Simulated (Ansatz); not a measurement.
# Current against voltage: bond stretched by 2.5 Å, between Ag atomic chains, part 2 of 2

Wanted: I(V), the voltage drop and T(E, V).

Ansatz 0.2.0; DFT PBE, plane waves, PAW; current against voltage, self-consistent under bias.

So far: Set-up; The sweep under bias.

### Step 2. The sweep under bias (continued)

Bias 1.5 V. Transmission and channels at 1.5 V against energy, zero at the mean Fermi level:

```
energy (eV)  transmission  channels, lower lead  channels, upper lead
     -1.034       0.00151                     1                     1
     -0.982             0                     0                     1
     -0.931             0                     0                     1
     -0.879             0                     0                     1
     -0.801             0                     0                     1
     -0.750             0                     0                     1
     -0.698             0                     0                     1
     -0.646             0                     0                     1
     -0.595             0                     0                     1
     -0.543             0                     0                     1
     -0.465             0                     0                     1
     -0.414        0.0162                     1                     1
     -0.362        0.0477                     1                     1
     -0.310        0.0553                     1                     1
     -0.259        0.0537                     1                     1
     -0.207        0.0553                     1                     1
     -0.129        0.0623                     1                     1
     -0.078        0.0673                     1                     1
     -0.026        0.0709                     1                     1
      0.000        0.0721                     1                     1
      0.026        0.0730                     1                     1
      0.078        0.0744                     1                     1
      0.129        0.0757                     1                     1
      0.207        0.0788                     1                     1
      0.259        0.0820                     1                     1
      0.310        0.0862                     1                     1
      0.362        0.0914                     1                     1
      0.414        0.0972                     1                     1
      0.465         0.104                     1                     1
      0.543         0.113                     1                     1
      0.595         0.120                     1                     1
      0.646         0.125                     1                     1
      0.698         0.130                     1                     1
      0.750         0.134                     1                     1
      0.801         0.138                     1                     1
      0.879         0.142                     1                     1
      0.931         0.144                     1                     1
      0.982         0.146                     1                     1
      1.034         0.148                     1                     1
```

Hartree potential energy less that at 0 V, planar mean against z:

```
z (Å)  0.3 V (eV)  0.6 V (eV)  1 V (eV)  1.5 V (eV)
   -5      0.0489      0.0995     0.169       0.256
    0       0.147       0.296     0.495       0.744
    5       0.150       0.302     0.506       0.760
   10       0.146       0.295     0.496       0.748
   15       0.141       0.284     0.476       0.723
   20       0.137       0.275     0.457       0.696
   25       0.138       0.277     0.462       0.702
   30       0.139       0.280     0.463       0.708
   35       0.140       0.281     0.470       0.715
   40       0.125       0.252     0.419       0.629
   45      -0.126      -0.255    -0.426      -0.649
   50      -0.141      -0.284    -0.475      -0.723
   55      -0.140      -0.282    -0.471      -0.717
   60      -0.138      -0.279    -0.467      -0.710
   65      -0.138      -0.278    -0.466      -0.709
   70      -0.141      -0.284    -0.474      -0.718
   75      -0.145      -0.291    -0.484      -0.728
   80      -0.149      -0.298    -0.493      -0.739
   85      -0.145      -0.290    -0.481      -0.721
   90     -0.0473     -0.0928    -0.151      -0.224
```

The electron density less that at 0 V, planar mean (0.3 V) oscillates, so the rows of the table below give means over windows of 5.45 Å about each position, cut where the curve ends. Its first 14 maxima inside the range that stand out by 2 % of the span (Å: e/Å³): -1.0: 6.9e-5, 5.3: 8.3e-6, 16.5: 4.1e-6, 19.8: 1.4e-5, 24.1: 3.1e-5, 29.4: 4.1e-5, 34.7: 5.9e-5, 40.6: 2.3e-4, 47.6: 5.6e-5, 52.9: 4.1e-5, 58.5: 3.3e-5, 62.8: 2.0e-5, 67.4: 6.9e-6, 77.6: 6.0e-6. Its first 14 minima: 2.6: -8.3e-6, 7.3: -4.9e-6, 17.8: -7.4e-6, 21.8: -2.3e-5, 26.8: -4.0e-5, 32.1: -5.0e-5, 37.3: -6.7e-5, 44.3: -2.3e-4, 50.2: -5.5e-5, 55.8: -3.9e-5, 60.8: -3.2e-5, 65.4: -5.0e-6, 69.1: -4.6e-6, 79.6: -1.1e-5.

Table of electron density less that at 0 V, planar mean by z; means over each step:

```
z (Å)  0.3 V (e/Å³)  0.6 V (e/Å³)  1 V (e/Å³)  1.5 V (e/Å³)
-4.21        5.6e-6        1.2e-5      1.9e-5        3.0e-5
 1.24        1.8e-5        3.5e-5      5.7e-5        8.5e-5
 6.69        2.0e-6        4.1e-6      6.9e-6        9.6e-6
12.14        1.1e-7        5.7e-7      2.3e-6        3.7e-6
17.59        1.6e-6        3.2e-6      5.3e-6        7.9e-6
23.04        3.3e-6        7.3e-6      1.4e-5        2.0e-5
28.49        2.9e-7        7.9e-7      1.0e-8        2.1e-6
33.94        2.8e-6        5.6e-6      1.1e-5        2.2e-5
39.39        6.3e-5        1.3e-4      2.1e-4        3.1e-4
44.84       -7.1e-5       -1.4e-4     -2.4e-4       -3.6e-4
50.29       -5.3e-7       -1.3e-6     -2.1e-6       -2.8e-6
55.74        7.7e-7        1.2e-6      1.8e-6        2.1e-6
61.19       -9.1e-9        2.5e-7      3.3e-7        1.2e-6
66.64       -2.5e-7       -2.3e-7     -8.8e-8       -7.4e-7
72.09        1.7e-7        2.7e-7      6.5e-7        9.6e-7
77.54       -2.0e-6       -3.6e-6     -5.6e-6       -6.4e-6
82.99       -9.1e-6       -1.9e-5     -3.3e-5       -5.1e-5
88.44       -1.4e-5       -2.8e-5     -4.5e-5       -6.7e-5
```

By hand: at 1.5 V the window reaches from -0.75 to 0.75 eV, and the mean transmission a spin over it is 0.0644. With sharp Fermi edges I = G0 × V × T̄ = 77.48 μS × 1.5 V × 0.0644 = 7.49 μA, against 7.49 μA from the program at 300 K.

The zero-bias conductance is 0.0961 G₀; current over voltage goes 0.0905 at +0.3 V, 0.0819 at +0.6 V, 0.0763 at +1 V and 0.0645 at +1.5 V in the same unit. The leads' misfit reaches 72 meV.

### Step 3. Results

| Property | Result |
| --- | --- |
| conductance at zero bias | 0.0961 G₀ |
| current at +0.3 V | 2.10 μA |
| current at +0.6 V | 3.81 μA |
| current at +1 V | 5.92 μA |
| current at +1.5 V | 7.49 μA |

The junction conducts 0.0961 G₀ at zero bias and carries 7.49 μA at 1.50 V. At 1.50 V the current is 0.67 times what the zero-bias conductance would give; over all biases of the sweep that ratio lies between 0.67 and 0.94. Of the 1.50 V, 1.38 V drops at the junction and the rest at the reservoirs. By +1.5 V a band edge of a lead has entered the bias window, and at +1.5 V 20 % of the window has no channel on one side; narrow lead bands can shape the curve there. The leads' misfit reaches 72 meV, above the few hundredths of an eV that the manual allows, so the currents are rough. A wire screens slowly, so the current depends on the leads' length and the box width; neither was converged here. Transport is coherent and elastic here: the atoms are frozen, so scattering by vibrations plays no part. A cutoff under the files' recommended one was taken to save time; its effect on T(E) was not tested here.

[Logs are printed without paths, hosts, clocks, repeated set-up lines and the standing remarks that a program may print on its own settings, such as how far it seeks lower states.]

[Hosts, paths, dates, database ids (printed as entryN), source tags and the programs' standing remarks are cut or masked in the printed files.]
